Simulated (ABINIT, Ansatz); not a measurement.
# K2LiScF6 (Fm-3m): G0W0 on several meshes in ABINIT, part 2 of 2

Aim: the GW shift of K2LiScF6 (Fm-3m) against the k mesh.

ABINIT 10.8.3; LDA and many-body steps on it, plane waves. Known limits of the many-body steps: not at the basis limit; coarse k mesh.

So far. Step 4 (2×2×2): The gap on the mesh goes from 6.75 eV to 12.21 eV, a correction of +5.46 eV. Step 5 (Empty states on the mesh, 4×4×4 mesh, 143 bands): On this mesh the gap is 6.751 eV.

## 7. 4×4×4

This step: G0W0 on LDA, plane waves, norm-conserving pseudopotentials.

The input, run.abi:

```
acell 3*1.0 Angstrom
rprim 
  -0.000000000000 4.144804000000 4.144804000000
  4.144804000000 -0.000000000000 4.144804000000
  4.144804000000 4.144804000000 -0.000000000000
ntypat 4
znucl 19 3 21 9
natom 10
typat 1 1 2 3 4 4 4 4 4 4
xred 
  0.250000000000 0.250000000000 0.250000000000
  0.750000000000 0.750000000000 0.750000000000
  0.500000000000 0.500000000000 0.500000000000
  -0.000000000000 -0.000000000000 -0.000000000000
  0.245587000000 0.245587000000 0.754413000000
  0.245587000000 0.754413000000 0.754413000000
  0.754413000000 0.754413000000 0.245587000000
  0.245587000000 0.754413000000 0.245587000000
  0.754413000000 0.245587000000 0.754413000000
  0.754413000000 0.245587000000 0.245587000000
pp_dirpath "pseudos"
pseudos "K.upf, Li.upf, Sc.upf, F.upf"
ecut 36
ngkpt 4 4 4
nshiftk 1
shiftk 0 0 0
kptopt 1
chksymbreak 0
istwfk *1
occopt 1
irdwfk 1
optdriver 4
nband 131
gwcalctyp 0
ecutsigx 36
symsigma 1
nkptgw 1
kptgw 
  0.0000000000 0.0000000000 0.0000000000
bdgw 
  35 40
ecuteps 4.2
irdscr 1
ppmodel 1
indata_prefix "in"
outdata_prefix "out"
tmpdata_prefix "tmp"
```

The run is started by

```
$ OMP_NUM_THREADS=1 mpirun -n 4 abinit run.abi > log
```

Numbers of over 12 decimals in the logs are rounded to 6 here.

The program printed:

```text
.Version 10.8.3 of ABINIT. v10.8.2 released Aug 2026.

 Symmetries : space group Fm -3 m (#225); Bravais cF (face-center cubic)
[... echo of the input left out ...]
== DATASET  1 ==================================================================
-   mpi_nproc: 4, omp_nthreads: 1 (-1 if OMP is not activated)

--- !DatasetInfo
iteration_state: {dtset: 1, }
dimensions: {natom: 10, nkpt: 8, mband: 131, nsppol: 1, nspinor: 1, nspden: 1, mpw: 9964, }
cutoff_energies: {ecut:  36.0, pawecutdg:  -1.0, }
electrons: {nelect:   7.40000000E+01, charge:   0.00000000E+00, occopt:   1.00000000E+00, tsmear:   1.00000000E-02, }

 SIGMA: Calculation of the GW corrections

 Based on a program developped by R.W. Godby, V. Olevano, G. Onida, and L. Reining.
 Incorporated in ABINIT by V. Olevano, G.-M. Rignanese, and M. Torrent.
.Using double precision arithmetic ; gwpc =  8

[... cell and pseudopotentials left out ...]
--------------------------------------------------------------------------------

 ==== K-mesh for the wavefunctions ====
 Number of points in the irreducible wedge :     8
[... list of points left out ...]
 Together with 48 symmetry operations and time-reversal symmetry
 yields    64 points in the full Brillouin Zone.

 ==== Q-mesh for screening function ====
 Number of points in the irreducible wedge :     8
[... list of points left out ...]
 Together with 48 symmetry operations and time-reversal symmetry
 yields    64 points in the full Brillouin Zone.

 vcoul_init : cutoff-mode = AUXILIARY_FUNCTION
 q-points for optical limit:   1
     1)      0.000010    0.000020    0.000030
 setmesh: FFT mesh size selected  =    60x   60x   60
          total number of points  =       216000

 Number of electrons calculated from density =   74.0000; Expected =   74.0000
[...]
number of k-points in BZ                           64
 number of q-points in BZ                           64
 number of frequencies for dSigma/dE                 9
 frequency step for dSigma/dE [eV]                0.25
 number of omega for Sigma on real axis              0
 max omega for Sigma on real axis  [eV]           0.00
 zcut for avoiding poles [eV]                     0.10

 EPSILON^-1 parameters (SCR file):
 dimension of the eps^-1 matrix on file            411
 dimension of the eps^-1 matrix used               411
 number of plane-waves for wavefunctions          9841
 number of bands                                   131
 number of q-points in IBZ                           8
 number of frequencies                               2
 number of real frequencies                          1
 number of imag frequencies                          1

 matrix elements of self-energy operator (all in [eV])

 Perturbative Calculation

--- !SelfEnergy_ee
iteration_state: {dtset: 1, }
kpoint     : [   0.000,    0.000,    0.000, ]
spin       : 1
KS_gap     :    6.751
QP_gap     :   12.355
Delta_QP_KS:    5.604
data: !SigmaeeData |
     Band     E0 <VxcDFT>   SigX SigC(E0)      Z dSigC/dE  Sig(E)    E-E0       E
       35  -0.430 -22.438 -30.275   5.440   0.799  -0.252 -24.353  -1.915  -2.345
       36  -0.430 -22.438 -30.275   5.440   0.799  -0.252 -24.353  -1.915  -2.345
       37  -0.430 -22.438 -30.275   5.440   0.799  -0.252 -24.353  -1.915  -2.345
       38   6.321 -18.464 -10.246  -3.783   0.832  -0.202 -14.775   3.689  10.009
       39   6.321 -18.464 -10.246  -3.783   0.832  -0.202 -14.775   3.689  10.009
       40   6.321 -18.464 -10.246  -3.783   0.832  -0.202 -14.775   3.689  10.009

== END DATASET(S) ==============================================================
================================================================================

 -outvars: echo values of variables after computation  --------
           etotal      0.0000000000E+00
            nband         131
             nkpt           8
          spgroup         225
 [... the other variables as echoed above ...]

 Calculation completed.
```

Wall time 33 s (4 MPI ranks of Arm Neoverse N1, shared host); peak memory 2.5 GiB; 2.2 min of CPU time.

Numbers from this step:

| Property | Result |
| --- | --- |
| G0W0 gap on the points computed | 12.35 eV |
| starting gap on the mesh | 6.751 eV |
| k of the valence top | 0, 0, 0 |
| k of the conduction bottom | 0, 0, 0 |
| Z at the valence top | 0.799 |
| Z at the conduction bottom | 0.832 |
| least direct G0W0 gap on the computed points | 12.35 eV |

Against G0W0 in ABINIT (2×2×2 mesh, 131 bands, screening to 114.3 eV, Godby-Needs plasmon pole), the gap moves by +0.141 eV.

## 8. The runs together

Times are wall times on 4 MPI ranks of Arm Neoverse N1, shared host, good to a factor of about two. A run's time includes the screening step that it read.

```csv
run,mesh,bands,screening cutoff (eV),DFT gap (eV),gap on the mesh (eV),direct (eV),ε∞ used,time
2×2×2,2×2×2,131,114.3,6.751,12.213,12.213,2.15,98 s
4×4×4,4×4×4,131,114.3,6.751,12.354,12.354,2.13,9.3 min
```

## 9. What came out

- 2×2×2: 12.213 eV
- 4×4×4: 12.354 eV
- known limits: not at the basis limit; coarse k mesh

4×4×4: +0.141 eV against 2×2×2. Bands and cutoff are finite, so the gap is not at the basis limit. The miss can reach some tenths of an eV and take either sign; the mesh is an error of its own. In the G0W0 runs levels were corrected at 1 k point alone, so a gap called «on the mesh» is the least over those, and an edge elsewhere would be missed. The 2×2×2 mesh is coarse for this cell, which bears on the long-range parts of exchange and screening.

[Paths, hosts, dates, memory and timing lines, banners, echoed tables and standing remarks are left out of the program output.]

[Logs are printed without paths, hosts, clocks, repeated set-up lines and the standing remarks that a program may print on its own settings, such as how far it seeks lower states.]

[Runs of the session that timed out or met a known fault of the program may be left out.]

[Hosts, paths, dates, database ids (printed as entryN), source tags and the programs' standing remarks are cut or masked in the printed files.]

[G0W0 gaps are taken among the corrected bands and points alone; a level outside them can change the order at an edge.]

[Where Ansatz stands beside ABINIT at settings called matched, ABINIT's density can come from a denser mesh and the files from another edition; pairs whose starting gaps differed by over 0.03 eV were left out, so agreement reads better than it is.]
